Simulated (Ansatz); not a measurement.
**Ni wire along [100], 25 atoms a period: bands along the axis**

What gap, if any, does the Ni wire along [100], 25 atoms a period have, and how many channels would it open?

Program: Ansatz 0.2.0. Level of theory: DFT PBE, plane waves, PAW; relaxation of a wire's period; PAW set soft_1, in the first sound run; inputs show where later runs differ. Results are calculated unless marked as measured.

### 1. The starting structure

The cell holds 25 atoms: 25 Ni. Its edges and angles: a = 13.840 Å, b = 13.840 Å, c = 3.520 Å, α = 90.0°, β = 90.0°, γ = 90.0°. Vacuum lies along a and b. The structure's axis is c.

### 2. Relaxing the period

Band widths follow the bond lengths, so the wire is relaxed first. The atoms and the third cell vector are free; the box across stays fixed as vacuum. Moments are seeded so that a magnetic state can form if it lies lower. A Fermi-Dirac smearing is set since the result may be a metal. The pressure printed is a third of the stress's trace over the whole box, vacuum included; only the stress along the axis is relaxed.

Contents of input.yaml:

```yaml
crystal:
  lattice:
    - [13.84, 0.0, 0.0]
    - [0.0, 13.84, 0.0]
    - [0.0, 0.0, 3.52]
  atoms:
    - { symbol: Ni, position: [0.24566474, 0.24566474, 0.0], spin: 0.8 }
    - { symbol: Ni, position: [0.24566474, 0.5, 0.0], spin: 0.8 }
    - { symbol: Ni, position: [0.24566474, 0.75433526, 0.0], spin: 0.8 }
    - { symbol: Ni, position: [0.37283237, 0.37283237, 0.0], spin: 0.8 }
    - { symbol: Ni, position: [0.37283237, 0.62716763, 0.0], spin: 0.8 }
    - { symbol: Ni, position: [0.5, 0.24566474, 0.0], spin: 0.8 }
    - { symbol: Ni, position: [0.5, 0.5, 0.0], spin: 0.8 }
    - { symbol: Ni, position: [0.5, 0.75433526, 0.0], spin: 0.8 }
    - { symbol: Ni, position: [0.62716763, 0.37283237, 0.0], spin: 0.8 }
    - { symbol: Ni, position: [0.62716763, 0.62716763, 0.0], spin: 0.8 }
    - { symbol: Ni, position: [0.75433526, 0.24566474, 0.0], spin: 0.8 }
    - { symbol: Ni, position: [0.75433526, 0.5, 0.0], spin: 0.8 }
    - { symbol: Ni, position: [0.75433526, 0.75433526, 0.0], spin: 0.8 }
    - { symbol: Ni, position: [0.24566474, 0.37283237, 0.5], spin: 0.8 }
    - { symbol: Ni, position: [0.24566474, 0.62716763, 0.5], spin: 0.8 }
    - { symbol: Ni, position: [0.37283237, 0.24566474, 0.5], spin: 0.8 }
    - { symbol: Ni, position: [0.37283237, 0.5, 0.5], spin: 0.8 }
    - { symbol: Ni, position: [0.37283237, 0.75433526, 0.5], spin: 0.8 }
    - { symbol: Ni, position: [0.5, 0.37283237, 0.5], spin: 0.8 }
    - { symbol: Ni, position: [0.5, 0.62716763, 0.5], spin: 0.8 }
    - { symbol: Ni, position: [0.62716763, 0.24566474, 0.5], spin: 0.8 }
    - { symbol: Ni, position: [0.62716763, 0.5, 0.5], spin: 0.8 }
    - { symbol: Ni, position: [0.62716763, 0.75433526, 0.5], spin: 0.8 }
    - { symbol: Ni, position: [0.75433526, 0.37283237, 0.5], spin: 0.8 }
    - { symbol: Ni, position: [0.75433526, 0.62716763, 0.5], spin: 0.8 }
magnetization:
  spin_polarized: true
kpoints:
  mp_grid: { grid: [1, 1, 23] }
scf:
  occupations: { method: fermi_dirac, width: 0.05 }
hamiltonian:
  xc: pbe
  pseudopotentials: { kind: paw, azcp: { folder: soft_1 } }
relax:
  cell: { fix: [a, b, alpha, beta, gamma] }
  max_steps: 45
  f_tol: 0.03
```

The run is started by

```
> ansatz run input.yaml --threads 16 --pin off --max-ram 61440MiB --backend cuda --events-out ev --progress --plain --runs-dir out --max-vram 78GiB
```

Numbers of over 12 decimals in the logs are rounded to 6 here.

Log:

```text
Engine: ansatz 0.2.0, aarch64-unknown-linux-gnu
Pseudopotentials: kind: paw
Pseudopotential: Ni, paw, valence charge 18, recommended cutoff 420 eV (normal), soft_1/Ni.paw.azcp
Functional definition: PBE
  parameter kappa = 0.804
  parameter beta = 0.066725
  exchange = pbe_x(kappa = kappa, mu = beta*pi^2/3)
  correlation = pbe_c(beta = beta)
concurrent solve slots: 12 of 16 are kept, ahead of what memory takes: no pass of the eigensolver takes more rounds on 12
[...]
Crystal: 25 atoms, lattice volume = 674.241 Å³
Basis set: ecut = 420 eV, 13071 PW (Γ), exchange–correlation on 192×192×48 points (8 copies of the dense FFT grid, shifted against one another)
Bands: 282, of which v1, the nominal top of the filled ones, is band 225 counted from 1 (224 counted from 0)
Symmetry: 16 space group operations
Space group: P4/mmm (ITA 123), of the structure as read, at distance tolerance 8.8e-5 Å
Magnetic group: BNS 123.339 (UNI 999), of the structure as read, at distance tolerance 8.8e-5 Å
k-points: 12 of 23
Non-local potential: Ni, projectors of the file, l = 0: 3, l = 1: 2, l = 2: 3, l = 3: 1
PAW form: soft (Blöchl's): semilocal exchange-correlation on the pseudo side does not see the compensation charge
PAW one-centre angular grid: Ni, 590 points (default); XC on 64 Gauss nodes
Initial density: superposition of atomic densities (neutral atoms: chi_scale 0, normalization atom)
Starting moments: Σ|m| = 20 μB on 25 of 25 sites
Initial wavefunctions: pseudopotential atomic-orbital guess
[...]
Functional: x = pbe(κ = 0.804, μ = 0.219515), c = pbe(β = 0.066725)
SCF iter   1: F=—  HF=-145953.590677 eV  |F-HF|=—  |Δ(HF+E_count)|=         —  Δρ=2.24e-2 (↑2.24e-2 ↓2.13e-2)  dr2=4.33e1  dr2_m=1.37e0  M=20.472 μB ∫|m|=21.336 μB  β_m=0.30  ethr=3.10e-3  ⟨swp⟩=7.2  Hψ=27930  notcnv=0  defer=403
Mixer restart at iter 1: flushing history
preconditioner: auto → LDOS  [metal: Δε(μ)=0.001 eV  Ē_g=6.573 eV  σ=0.050 eV  W_gap=0.00  n_scr=194 (ndim 8)  ℏωp=22.6 eV  f_vac=0.474  D(μ)=63.50/eV (n_scr^D=824)]
spin=Collinear: LDOS preconditioning applied to the charge; magnetization (m = ρ↑ − ρ↓) channel mixes plain (no charge-response kernel on spin).
SCF iter   2: F=—  HF=-145957.345409 eV  |F-HF|=—  |Δ(HF+E_count)|=    3.75e0  Δρ=2.04e-2 (↑2.04e-2 ↓9.91e-3)  dr2=8.98e0  dr2_m=7.33e-1  M=20.251 μB ∫|m|=21.512 μB  β_m=0.37  ethr=3.10e-3  ⟨swp⟩=2.1  Hψ=10998  notcnv=0  defer=834
[...]
SCF iter  19: F=-145975.495907 eV  HF=-145975.495907 eV  |F-HF|=7.13e-9  |Δ(HF+E_count)|=   2.71e-9  Δρ=8.80e-7 (↑3.56e-7 ↓8.80e-7)  dr2=7.75e-9  dr2_m=6.60e-10  M=17.630 μB ∫|m|=20.141 μB  ethr=4.57e-12  ⟨swp⟩=1.9  Hψ=21116  notcnv=0
SCF 1 converged in 19 iterations: F = -145975.495907 eV  dr2 = 7.75e-9
  greatest PAW one-centre occupation: 1.001 electrons in one spin orbital (limit 2), on the Ni atom at site 12 (counted from 0), in its partial waves of l = 1
relax step   1: F+E_penalty+E_count = -145975.49590736 eV  Δ(F+E_penalty+E_count) = +0.000e0 eV  max|allowed force component| = 6.969e-1 eV/Å  Δτ_max = 0.0000 Å  P = -3.755 GPa  Ω = 674.241 Å³  fix = [a, b, alpha, beta, gamma]  reactions: a -3.143, b -3.143 GPa  (19 SCF iters, dr2 threshold 1.00e-7 eV, accepted)
concurrent solve slots: 12 of 16 are kept, ahead of what memory takes: no pass of the eigensolver takes more rounds on 12
[...]
Crystal: 25 atoms, lattice volume = 662.751 Å³
Basis set: ecut = 420 eV, 12927 PW (Γ), exchange–correlation on 192×192×48 points (8 copies of the dense FFT grid, shifted against one another)
[...]
Starting moments: Σ|m| = 20 μB on 25 of 25 sites; this step starts from the density that it was given
[...]
iter 1 solved again at ethr=5.48e-5 eV; its pass at ethr=3.10e-3 eV (dr2=2.46e-1 eV) is discarded
SCF iter   1: F=—  HF=-145976.054217 eV  |F-HF|=—  |Δ(HF+E_count)|=         —  Δρ=3.27e-3 (↑3.27e-3 ↓2.97e-3)  dr2=2.58e-1  dr2_m=1.52e-2  M=17.505 μB ∫|m|=19.959 μB  β_m=0.30  ethr=5.48e-5  ⟨swp⟩=3.9  Hψ=34843  notcnv=0
preconditioner: auto → LDOS  [metal: Δε(μ)=0.002 eV  Ē_g=6.476 eV  σ=0.050 eV  W_gap=0.01  n_scr=186 (ndim 8)  ℏωp=22.8 eV  f_vac=0.503  D(μ)=51.58/eV (n_scr^D=584)]
[...]
SCF 2 converged in 12 iterations: F = -145976.017982 eV  dr2 = 1.89e-6
[...]
relax step   3: F+E_penalty+E_count = -145976.25385133 eV  Δ(F+E_penalty+E_count) = -2.359e-1 eV  max|allowed force component| = 1.884e-1 eV/Å  Δτ_max = 0.0472 Å  P = +0.642 GPa  Ω = 642.180 Å³  energy of the carried Pulay correction = +8.883e-3 eV  fix = [a, b, alpha, beta, gamma]  reactions: a +0.831, b +0.831 GPa  (11 SCF iters, dr2 threshold 2.50e-6 eV, accepted)
[...]
SCF 5 converged in 12 iterations: F = -145976.316599 eV  dr2 = 2.31e-8
[...]
relax step   6: F+E_penalty+E_count = -145976.31942106 eV  Δ(F+E_penalty+E_count) = -2.822e-3 eV  max|allowed force component| = 5.902e-3 eV/Å  Δτ_max = 0.0184 Å  P = -0.010 GPa  Ω = 622.219 Å³  energy of the carried Pulay correction = +1.464e-2 eV  fix = [a, b, alpha, beta, gamma]  reactions: a -0.004, b -0.004 GPa  (15 SCF iters, accepted)
[...]
SCF 8 converged in 17 iterations: F = -145976.327583 eV  dr2 = 2.06e-10
[...]
relax step   9: F+E_penalty+E_count = -145976.30093797 eV  Δ(F+E_penalty+E_count) = +2.665e-2 eV  max|allowed force component| = 7.515e-3 eV/Å  Δτ_max = 0.0000 Å  P = +0.016 GPa  Ω = 610.876 Å³  fix = [a, b, alpha, beta, gamma]  reactions: a +0.034, b +0.034 GPa  stress off target by 1.86e-2 GPa on what of the cell is left free  SCF on the basis re-selected at this cell (its energy is not comparable with the rows above)  (15 SCF iters)
[...]
--- Relaxed structure (8 steps of the walk, 8 accepted, 1 SCFs on fresh bases) ---
  F+E_penalty+E_count = -145976.30093797 eV   max|allowed force component| = 7.515e-3 eV/Å   (the final SCF, on the basis selected at the relaxed cell)
  cell:  # Å, volume = 610.8756 Å³
    - [13.84, 0.0, 0.0]
    - [0.0, 13.84, 0.0]
    - [0.0, 0.0, 3.189192]
  atoms:
    - { symbol: Ni, position: [0.242229, 0.242229, 0.0] }
    - { symbol: Ni, position: [0.238613, 0.500000, 0.0] }
    - { symbol: Ni, position: [0.242229, 0.757771, 0.0] }
    - { symbol: Ni, position: [0.367034, 0.367034, 0.0] }
    - { symbol: Ni, position: [0.367034, 0.632966, 0.0] }
    - { symbol: Ni, position: [0.500000, 0.238613, 0.0] }
    - { symbol: Ni, position: [0.500000, 0.500000, 0.0] }
    - { symbol: Ni, position: [0.500000, 0.761387, 0.0] }
    - { symbol: Ni, position: [0.632966, 0.367034, 0.0] }
    - { symbol: Ni, position: [0.632966, 0.632966, 0.0] }
    - { symbol: Ni, position: [0.757771, 0.242229, 0.0] }
    - { symbol: Ni, position: [0.761387, 0.500000, 0.0] }
    - { symbol: Ni, position: [0.757771, 0.757771, 0.0] }
    - { symbol: Ni, position: [0.237710, 0.369552, 0.5] }
    - { symbol: Ni, position: [0.237710, 0.630448, 0.5] }
    - { symbol: Ni, position: [0.369552, 0.237710, 0.5] }
    - { symbol: Ni, position: [0.367562, 0.500000, 0.5] }
    - { symbol: Ni, position: [0.369552, 0.762290, 0.5] }
    - { symbol: Ni, position: [0.500000, 0.367562, 0.5] }
    - { symbol: Ni, position: [0.500000, 0.632438, 0.5] }
    - { symbol: Ni, position: [0.630448, 0.237710, 0.5] }
    - { symbol: Ni, position: [0.632438, 0.500000, 0.5] }
    - { symbol: Ni, position: [0.630448, 0.762290, 0.5] }
    - { symbol: Ni, position: [0.762290, 0.369552, 0.5] }
    - { symbol: Ni, position: [0.762290, 0.630448, 0.5] }
```

Run time: 49 s. Hardware: 1 × NVIDIA GB200 with 16 threads of Arm Neoverse V2, shared host; peak memory 1.6 GiB; 6.6 min of CPU time.

The steps of the relaxation:

```csv
step,energy less that of the first step (eV),largest force component (eV/Å),pressure (GPa),volume (Å³)
1,0.0000,0.6969,-3.76,674.24
2,-0.5221,0.3853,-1.93,662.75
3,-0.7579,0.1884,0.64,642.18
4,-0.8137,0.0322,0.06,631.37
5,-0.8207,0.0063,-0.01,626.17
6,-0.8235,0.0059,-0.01,622.22
7,-0.8268,0.0046,-0.03,616.98
8,-0.8317,0.0072,-0.01,610.88
9,-0.8050,0.0075,0.02,610.88
```

The log counts 1 steps on a newly chosen plane-wave basis, not all of them marked here; energy and pressure can jump at such steps.

Forces are held to the 16 operations that the run works with; a distortion that breaks them can't arise in this run.

```csv
cell as run,before,after,change
c (Å),3.520,3.189,-9.4 %
```

The atoms that moved most (Å, along periodic axes as changes of fractional coordinates times the final cell, across vacuum about the mean position):

```csv
atom,dx,dy,dz,length
Ni16,-0.045,-0.110,0.000,0.119
Ni14,-0.110,-0.045,0.000,0.119
Ni15,-0.110,0.045,0.000,0.119
Ni21,0.045,-0.110,0.000,0.119
Ni18,-0.045,0.110,0.000,0.119
Ni24,0.110,-0.045,0.000,0.119
Ni25,0.110,0.045,0.000,0.119
Ni23,0.045,0.110,0.000,0.119
```

This step gave:

```yaml
energy_at_zero_smearing: -145976.0938 eV
total_moment: 17.25 μB
absolute_moment: 19.55 μB
cell_length_along_the_wire: 3.189 Å
```

Site moment by element, in μB:

```csv
element,atoms,mean,spread (r.m.s.),least,largest
Ni,25,0.726,0.042,0.628,0.802
```

The atoms farthest from the mean of their element:

```csv
atom,"x, y, z (Å)",site moment (μB)
Ni7,"6.92, 6.92, 0.00",0.628
Ni11,"10.49, 3.35, 0.00",0.802
Ni3,"3.35, 10.49, 0.00",0.802
Ni13,"10.49, 10.49, 0.00",0.802
Ni1,"3.35, 3.35, 0.00",0.802
Ni17,"5.09, 6.92, 1.59",0.677
Ni22,"8.75, 6.92, 1.59",0.677
Ni19,"6.92, 5.09, 1.59",0.677
```

The cell's length comes to 3.189 Å with an absolute moment of 19.55 μB a cell.

### 3. The wire at its relaxed period

This step: DFT PBE, plane waves, PAW; bands of a perfect wire; PAW set soft_1 (Ansatz 0.2.0).

At the relaxed period the bands are computed along the axis; those that cross an energy going forward count the channels that a perfect wire would open there.

Contents of input.yaml:

```yaml
crystal:
  lattice:
    - [13.84, 0.0, 0.0]
    - [0.0, 13.84, 0.0]
    - [0.0, 0.0, 3.1891916053]
  atoms:
    - { symbol: Ni, position: [0.2422289, 0.2422289, 0.0], spin: 0.8 }
    - { symbol: Ni, position: [0.238612728, 0.5, 0.0], spin: 0.74 }
    - { symbol: Ni, position: [0.2422289, 0.7577711, 0.0], spin: 0.8 }
    - { symbol: Ni, position: [0.367034321, 0.367034321, 0.0], spin: 0.71 }
    - { symbol: Ni, position: [0.367034321, 0.632965679, 0.0], spin: 0.71 }
    - { symbol: Ni, position: [0.5, 0.238612728, 0.0], spin: 0.74 }
    - { symbol: Ni, position: [0.5, 0.5, 0.0], spin: 0.63 }
    - { symbol: Ni, position: [0.5, 0.761387272, 0.0], spin: 0.74 }
    - { symbol: Ni, position: [0.632965679, 0.367034321, 0.0], spin: 0.71 }
    - { symbol: Ni, position: [0.632965679, 0.632965679, 0.0], spin: 0.71 }
    - { symbol: Ni, position: [0.7577711, 0.2422289, 0.0], spin: 0.8 }
    - { symbol: Ni, position: [0.761387272, 0.5, 0.0], spin: 0.74 }
    - { symbol: Ni, position: [0.7577711, 0.7577711, 0.0], spin: 0.8 }
    - { symbol: Ni, position: [0.237709988, 0.369551846, 0.5], spin: 0.73 }
    - { symbol: Ni, position: [0.237709988, 0.630448154, 0.5], spin: 0.73 }
    - { symbol: Ni, position: [0.369551846, 0.237709988, 0.5], spin: 0.73 }
    - { symbol: Ni, position: [0.367561933, 0.5, 0.5], spin: 0.68 }
    - { symbol: Ni, position: [0.369551846, 0.762290012, 0.5], spin: 0.73 }
    - { symbol: Ni, position: [0.5, 0.367561933, 0.5], spin: 0.68 }
    - { symbol: Ni, position: [0.5, 0.632438067, 0.5], spin: 0.68 }
    - { symbol: Ni, position: [0.630448154, 0.237709988, 0.5], spin: 0.73 }
    - { symbol: Ni, position: [0.632438067, 0.5, 0.5], spin: 0.68 }
    - { symbol: Ni, position: [0.630448154, 0.762290012, 0.5], spin: 0.73 }
    - { symbol: Ni, position: [0.762290012, 0.369551846, 0.5], spin: 0.73 }
    - { symbol: Ni, position: [0.762290012, 0.630448154, 0.5], spin: 0.73 }
magnetization:
  spin_polarized: true
kpoints:
  mp_grid: { grid: [1, 1, 26] }
  band_path: { path: ["Γ", Z], npoints: 90 }
scf:
  occupations: { method: fermi_dirac, width: 0.05 }
hamiltonian:
  xc: pbe
  pseudopotentials: { kind: paw, azcp: { folder: soft_1 } }
output:
  dos: { e_range: [-5, 4] }
  write_potential: true
  write_density: true
  volumetric_format: npy
```

Log:

```text
[...]
Crystal: 25 atoms, lattice volume = 610.876 Å³
Basis set: ecut = 420 eV, 11999 PW (Γ)
Bands: 281, of which v1, the nominal top of the filled ones, is band 225 counted from 1 (224 counted from 0)
Symmetry: 16 space group operations
[...]
k-points: 14 of 26
[...]
Starting moments: Σ|m| = 18.19 μB on 25 of 25 sites
[...]
SCF iter   1: F=—  HF=-145953.868583 eV  |F-HF|=—  |Δ(HF+E_count)|=         —  Δρ=3.50e-2 (↑2.88e-2 ↓3.50e-2)  dr2=4.34e1  dr2_m=4.24e0  M=21.388 μB ∫|m|=22.207 μB  β_m=0.30  ethr=3.10e-3  ⟨swp⟩=7.1  Hψ=32418  notcnv=0  defer=524
[...]
SCF iter   6: F=—  HF=-145976.210203 eV  |F-HF|=—  |Δ(HF+E_count)|=   6.07e-1  Δρ=6.91e-3 (↑2.31e-3 ↓6.91e-3)  dr2=2.52e-1  dr2_m=5.94e-2  M=17.448 μB ∫|m|=19.695 μB  β_m=0.88  ethr=4.37e-5  ⟨swp⟩=2.1  Hψ=12664  notcnv=0  defer=988
[...]
SCF iter  15: F=—  HF=-145976.301756 eV  |F-HF|=—  |Δ(HF+E_count)|=   5.53e-7  Δρ=6.47e-6 (↑2.90e-6 ↓6.47e-6)  dr2=2.61e-7  dr2_m=3.96e-8  M=17.187 μB ∫|m|=19.483 μB  β_m=0.78  ethr=3.28e-10  ⟨swp⟩=2.0  Hψ=13979  notcnv=0  defer=992
[...]
SCF iter  17: F=-145976.301756 eV  HF=-145976.301756 eV  |F-HF|=3.30e-8  |Δ(HF+E_count)|=   4.69e-9  Δρ=2.02e-6 (↑1.19e-6 ↓2.02e-6)  dr2=3.62e-8  dr2_m=1.87e-9  M=17.187 μB ∫|m|=19.483 μB  ethr=8.39e-12  ⟨swp⟩=11.8  Hψ=35879  notcnv=0
SCF 1 converged in 17 iterations: F = -145976.301756 eV  dr2 = 3.62e-8
[...]
SCF converged after 17 iterations
[...]
```

Elapsed: 17 s, on 1 × NVIDIA GB200 with 16 threads; peak memory 2.8 GiB.

This step gave:

| Property | Result |
| --- | --- |
| energy at zero smearing | -145976.0955 eV |
| total moment | 17.19 μB |
| absolute moment | 19.51 μB |
| band gap | 0 eV |

Between Γ and Z the bands cross the Fermi level 23 times, so a perfect wire would conduct at least 11.5 G₀, with an absolute moment of 19.51 μB a cell.

### 4. Results

- cell length, PBE: 3.189 Å
- absolute moment, PBE: 19.5 μB
- ballistic conductance by band crossings, a lower bound, PBE: 11.5 G₀

In words: Under PBE the cell's length is 3.19 Å, the absolute moment is 19.51 μB a cell, and the bands cross the Fermi level 23 times between Γ and Z, which gives a perfect wire at least 11.5 G₀ (opposite crossings within one step of the path cancel in such a count). In the perfect wire the moments were started parallel, and no opposed start was run. No search over magnetic orders was made; another may lie lower.

[Logs are printed without paths, hosts, clocks, repeated set-up lines and the standing remarks that a program may print on its own settings, such as how far it seeks lower states.]

[Hosts, paths, dates, database ids (printed as entryN), source tags and the programs' standing remarks are cut or masked in the printed files.]
